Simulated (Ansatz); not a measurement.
# ScOs3, from a guessed structure to a relaxed one, part 2 of 2

Starting from a made-up structure for ScOs3, the aim is the relaxed cell, its shortest contacts and, where a second run follows, its electronic structure.

Ansatz 0.2.0; DFT, PBE, plane-wave PAW, files of the set soft_1, scalar-relativistic, no spin, cell and ions relaxed at zero pressure; PAW set soft_1 (the session's first sound run).

So far: Starting point; Relaxing cell and atoms. The relaxed cell has a = 3.950 Å (conventional setting).

## 3. Electronic structure of the relaxed cell

With the geometry fixed, one more self-consistent run, with a narrower smearing and the mesh shown in its input, gives the bands, and its pressure, and its forces where symmetry allows any, show how far the geometry depends on these settings.

This step: DFT, PBE, plane-wave PAW, files of the set soft_1, scalar-relativistic, no spin, bands and density of states at the relaxed cell; PAW set soft_1 (Ansatz 0.2.0).

Contents of input.yaml:

```yaml
crystal:
  lattice:
    - [3.9499928191, 0.0, 0.0]
    - [0.0, 3.9499928191, 0.0]
    - [0.0, 0.0, 3.9499928191]
  atoms:
    - { symbol: Os, position: [0.5, 0.5, 0.0] }
    - { symbol: Os, position: [0.0, 0.5, 0.5] }
    - { symbol: Os, position: [0.5, 0.0, 0.5] }
    - { symbol: Sc, position: [0.0, 0.0, 0.0] }
kpoints:
  mp_grid: { grid: [8, 8, 8] }
  band_path:
    path:
      - [[0.0, 0.0, 0.0], [0.0, 0.5, 0.0], [0.5, 0.5, 0.0], [0.0, 0.0, 0.0], [0.5, 0.5, 0.5], [0.0, 0.5, 0.0]]
      - [[0.5, 0.5, 0.0], [0.5, 0.5, 0.5]]
    npoints: 13
scf:
  occupations: { method: fermi_dirac, width: 0.03 }
  n_extra_bands: 8
hamiltonian:
  xc: pbe
  pseudopotentials: { kind: paw, azcp: { folder: soft_1 } }
output:
  forces: true
  stress: true
  write_bands: true
  dos: { projected: true }
  write_density: true
  write_potential: true
  elf: true
  volumetric_format: npy
```

Run with:

```
> ansatz run input.yaml --threads 4 --pin off --max-ram 8192MiB --backend cpu --events-out ev --progress --plain --runs-dir out
```

Numbers of over 12 decimals in the logs are rounded to 6 here.

Output:

```text
[...]
Crystal: 4 atoms, lattice volume = 61.630 Å³
Basis set: ecut = 420 eV, 1213 PW (Γ), exchange–correlation on 54×54×54 points (8 copies of the dense FFT grid, shifted against one another)
Bands: 38, of which v1, the nominal top of the filled ones, is band 30 counted from 1 (29 counted from 0)
Symmetry: 48 space group operations
[...]
k-points: 35 of 512
[...]
SCF iter   1: F=—  HF=-36296.890124 eV  |F-HF|=—  |Δ(HF+E_count)|=         —  Δρ=1.53e-1  dr2=3.01e1  ethr=3.10e-3  ⟨swp⟩=4.8  Hψ=4172  notcnv=0
[...]
SCF iter   8: F=-36293.133057 eV  HF=-36293.133057 eV  |F-HF|=3.68e-8  |Δ(HF+E_count)|=   5.19e-7  Δρ=9.08e-6  dr2=6.05e-8  ethr=1.69e-10  ⟨swp⟩=10.7  Hψ=8635  notcnv=0
SCF 1 converged in 8 iterations: F = -36293.133057 eV  dr2 = 6.05e-8
[...]
NSCF: frozen V_eff on 80 k-points
SCF converged after 8 iterations
Free energy (F): -36293.133057 eV
[...]
Internal energy: -36293.116282 eV  (E = F + TS)
E sigma→0 (E₀):  -36293.124670 eV
Entropy (-TS):   -0.016775 eV (-4.194 meV/atom)
Fermi energy:    20.804224 eV
[...]
--- Stress (GPa, compression-positive) ---
       -0.493552       0.000000       0.000000
        0.000000      -0.493552       0.000000
        0.000000       0.000000      -0.493552
  P = ⅓ Tr σ = -0.4936 GPa (-4.936 kbar)
--- Band table (eV; the first three rows and the last of 35) ---
  k-point 0: bands = [... 26 lower, 21.8281, 21.8281, 23.3778, 23.8799, 23.8799, 23.8799, 23.9538, 23.9538, ... 4 higher]
  k-point 1: bands = [... 26 lower, 21.5908, 21.8546, 22.4342, 22.4342, 23.0081, 23.1093, 23.9547, 24.8324, ... 4 higher]
  k-point 2: bands = [... 26 lower, 20.9471, 21.0668, 21.0668, 21.3421, 21.8477, 22.4053, 23.9567, 24.4753, ... 4 higher]
  k-point 34: bands = [... 26 lower, 20.3416, 20.3416, 20.8040, 21.7387, 21.7387, 21.7387, 23.3809, 23.3809, ... 4 higher]
```

The job ended after 1.8 s (4 threads of Intel Xeon Platinum 8488C (Sapphire Rapids), shared host; peak memory 0.55 GiB; 6.3 s of CPU time).

The column dr2 measures how far the density is from self-consistency, as an energy; F and HF (Harris–Foulkes) agree once it is small.

Numbers from this step:

| Item | Value |
| --- | --- |
| free energy | -36293.1331 eV |
| energy at zero smearing | -36293.1247 eV |
| smearing term TS | 0.01678 eV |
| Fermi energy | 20.80 eV |
| pressure | -0.4936 GPa |

bands.tsv at the labelled points (eV, zero at the Fermi level; the bands that come nearest the Fermi level along the path):

| point | band 27 | band 28 | band 29 | band 30 | band 31 | band 32 | band 33 | band 34 |
| --- | --- | --- | --- | --- | --- | --- | --- | --- |
| Γ | 1.02 | 1.02 | 2.57 | 3.08 | 3.08 | 3.08 | 3.15 | 3.15 |
| X | -1.38 | -1.09 | -0.23 | -0.13 | -0.13 | 1.39 | 2.70 | 2.70 |
| M | -2.08 | -0.82 | -0.82 | -0.80 | -0.40 | 0.26 | 0.43 | 3.34 |
| Γ | 1.02 | 1.02 | 2.57 | 3.08 | 3.08 | 3.08 | 3.15 | 3.15 |
| R | -0.46 | -0.46 | 0.00 | 0.93 | 0.93 | 0.93 | 2.58 | 2.58 |
| X | -1.38 | -1.09 | -0.23 | -0.13 | -0.13 | 1.39 | 2.70 | 2.70 |
| M | -2.08 | -0.82 | -0.82 | -0.80 | -0.40 | 0.26 | 0.43 | 3.34 |
| R | -0.46 | -0.46 | 0.00 | 0.93 | 0.93 | 0.93 | 2.58 | 2.58 |

States per cell as run, both spins, in windows of 1 eV, from dos.tsv (zero at the Fermi level):

```csv
from,to,total
-8,-7,0.38
-7,-6,0.89
-6,-5,1.71
-5,-4,5.43
-4,-3,3.99
-3,-2,4.74
-2,-1,4.60
-1,0,5.25
0,1,4.13
1,2,1.43
2,3,1.36
3,4,4.81
```

Below -8 eV lie 32.1 more states.

ELF in the ac plane at fractional y = 0.000, with atoms of Os and Sc within 0.2 Å of it. It is the smooth field of the valence electrons, not physical close to the nuclei.

Values, 14 rows by 14 columns, each cell a mean:
```
0.27 0.51 0.61 0.27 0.10 0.19 0.27 0.28 0.26 0.15 0.10 0.38 0.64 0.44
0.61 0.65 0.47 0.17 0.15 0.27 0.30 0.30 0.30 0.23 0.13 0.24 0.57 0.64
0.43 0.35 0.19 0.16 0.27 0.32 0.29 0.28 0.30 0.32 0.24 0.14 0.24 0.38
0.11 0.10 0.15 0.27 0.35 0.38 0.38 0.38 0.38 0.37 0.34 0.24 0.13 0.10
0.13 0.17 0.27 0.33 0.40 0.52 0.56 0.55 0.56 0.49 0.37 0.32 0.23 0.15
0.23 0.27 0.30 0.31 0.43 0.60 0.59 0.54 0.60 0.56 0.38 0.30 0.30 0.26
0.26 0.29 0.29 0.29 0.43 0.58 0.51 0.43 0.54 0.55 0.38 0.28 0.30 0.28
0.24 0.28 0.30 0.30 0.43 0.59 0.57 0.51 0.59 0.56 0.38 0.29 0.30 0.27
0.17 0.21 0.29 0.33 0.42 0.57 0.59 0.58 0.60 0.52 0.38 0.32 0.27 0.19
0.09 0.11 0.19 0.30 0.36 0.42 0.43 0.43 0.43 0.40 0.35 0.27 0.15 0.10
0.31 0.25 0.15 0.18 0.30 0.33 0.30 0.29 0.31 0.33 0.27 0.16 0.17 0.27
0.62 0.60 0.37 0.15 0.19 0.29 0.30 0.29 0.30 0.27 0.15 0.19 0.47 0.61
0.37 0.56 0.60 0.25 0.11 0.21 0.28 0.29 0.27 0.17 0.10 0.35 0.65 0.51
0.08 0.37 0.62 0.31 0.09 0.17 0.24 0.26 0.23 0.13 0.11 0.43 0.61 0.27
```
Columns run along a (3.9 Å), rows up along c (3.9 Å). Atoms in or near the plane, at fractional coordinates: Os at (0.50, 0.50), Sc at (0.00, 0.00).

Electrostatic potential energy in the ac plane at fractional y = 0.000, with atoms of Os and Sc within 0.2 Å of it. With pseudopotentials it is smooth inside the atoms' cores, unlike the true potential.

Values in eV, 14 rows by 14 columns, each cell a mean:
```
-36 -29 -12   7  17  22  23  23  23  21  15   2 -18 -32
-23 -16  -1  12  19  21  22  22  22  21  17   9  -7 -18
  0   4  11  17  19  18  16  16  17  19  18  16   9   2
 15  16  18  18  16   8  -1  -4   1  11  17  18  17  15
 21  21  20  17   7 -14 -30 -35 -27  -7  11  19  21  21
 23  23  21  14  -6 -36 -50 -54 -48 -27   1  17  22  23
 23  23  21  12 -13 -44 -54 -54 -54 -35  -4  16  22  23
 23  23  21  14  -9 -39 -52 -54 -50 -30  -1  16  22  23
 22  22  21  16   3 -23 -39 -44 -36 -14   8  18  21  22
 17  18  19  18  14   3  -9 -13  -6   7  16  19  19  17
  5   8  14  18  18  16  14  12  14  17  18  17  12   7
-15 -10   3  14  19  21  21  21  21  20  18  11  -1 -12
-34 -27 -10   8  18  22  23  23  23  21  16   4 -16 -29
-39 -34 -15   5  17  22  23  23  23  21  15   0 -23 -36
```
Columns run along a (3.9 Å; values clipped at the 3rd and 97th percentile), rows up along c (3.9 Å). Atoms in or near the plane, at fractional coordinates: Os at (0.50, 0.50), Sc at (0.00, 0.00).

Valence density in the ac plane at fractional y = 0.000, with atoms of Os and Sc within 0.2 Å of it. It is the smooth field of the valence electrons, not physical close to the nuclei.

Values in e/Å³, 14 rows by 14 columns, each cell a mean:
```
7.5 5.8 2.4 0.6 0.2 0.2 0.2 0.2 0.2 0.2 0.3 0.9 3.5 6.4
4.2 3.1 1.2 0.4 0.2 0.2 0.2 0.2 0.2 0.2 0.2 0.5 1.8 3.5
1.1 0.8 0.4 0.3 0.3 0.4 0.4 0.5 0.4 0.3 0.3 0.3 0.5 0.9
0.3 0.2 0.2 0.3 0.5 0.8 1.2 1.3 1.1 0.7 0.4 0.3 0.2 0.3
0.2 0.2 0.2 0.4 0.8 2.1 3.6 4.1 3.3 1.6 0.7 0.3 0.2 0.2
0.2 0.2 0.3 0.5 1.5 4.3 6.7 7.4 6.3 3.3 1.1 0.4 0.2 0.2
0.2 0.2 0.3 0.6 1.9 5.4 7.9 8.5 7.4 4.1 1.3 0.5 0.2 0.2
0.2 0.2 0.3 0.5 1.7 4.7 7.2 7.9 6.7 3.6 1.2 0.4 0.2 0.2
0.2 0.2 0.3 0.4 1.0 2.9 4.7 5.4 4.3 2.1 0.8 0.4 0.2 0.2
0.2 0.2 0.2 0.3 0.5 1.0 1.7 1.9 1.5 0.8 0.5 0.3 0.2 0.2
0.7 0.5 0.3 0.3 0.3 0.4 0.5 0.6 0.5 0.4 0.3 0.3 0.4 0.6
3.0 2.1 0.8 0.3 0.2 0.3 0.3 0.3 0.3 0.2 0.2 0.4 1.2 2.4
6.8 5.2 2.1 0.5 0.2 0.2 0.2 0.2 0.2 0.2 0.2 0.8 3.1 5.8
8.5 6.8 3.0 0.7 0.2 0.2 0.2 0.2 0.2 0.2 0.3 1.1 4.2 7.5
```
Columns run along a (3.9 Å), rows up along c (3.9 Å). Atoms in or near the plane, at fractional coordinates: Os at (0.50, 0.50), Sc at (0.00, 0.00).

## 4. Results

```json
{
  "space group, relaxed": "Pm-3m",
  "conventional cell": "a = 3.950, b = 3.950, c = 3.950 Å; α = 90.0°, β = 90.0°, γ = 90.0°",
  "volume per atom": "15.41 Å³ (guess 17.36)"
}
```

**Reading.** ScOs3 relaxes to Pm-3m with a = 3.950, b = 3.950 and c = 3.950 Å. The guessed volume was 13 % too large. The space group Pm-3m was held in the relaxation, so the end point is a stationary structure within it and may be a saddle against distortions or other arrangements. Bands cross the Fermi level, so it is a metal or semimetal at this level. The electron count is odd, which forces that without spin polarisation or a larger cell. On the 8×8×8 mesh with the narrower smearing (relaxed on 7×7×7) the forces vanish, as symmetry may demand, and the largest stress component is 0.494 GPa, against the relaxation's thresholds of 0.015 eV/Å and 0.05 GPa. The cutoff wasn't tested. Spin-orbit coupling is left out, which can matter for elements this heavy. No dispersion term is used, so weakly bound directions may come out too long. The runs have no spin, and magnetism wasn't tested. Nothing here tests whether the compound is stable against decomposition.

[Logs are printed without paths, hosts, clocks, repeated set-up lines and the standing remarks that a program may print on its own settings, such as how far it seeks lower states.]

[Hosts, paths, dates, database ids (printed as entryN), source tags and the programs' standing remarks are cut or masked in the printed files.]
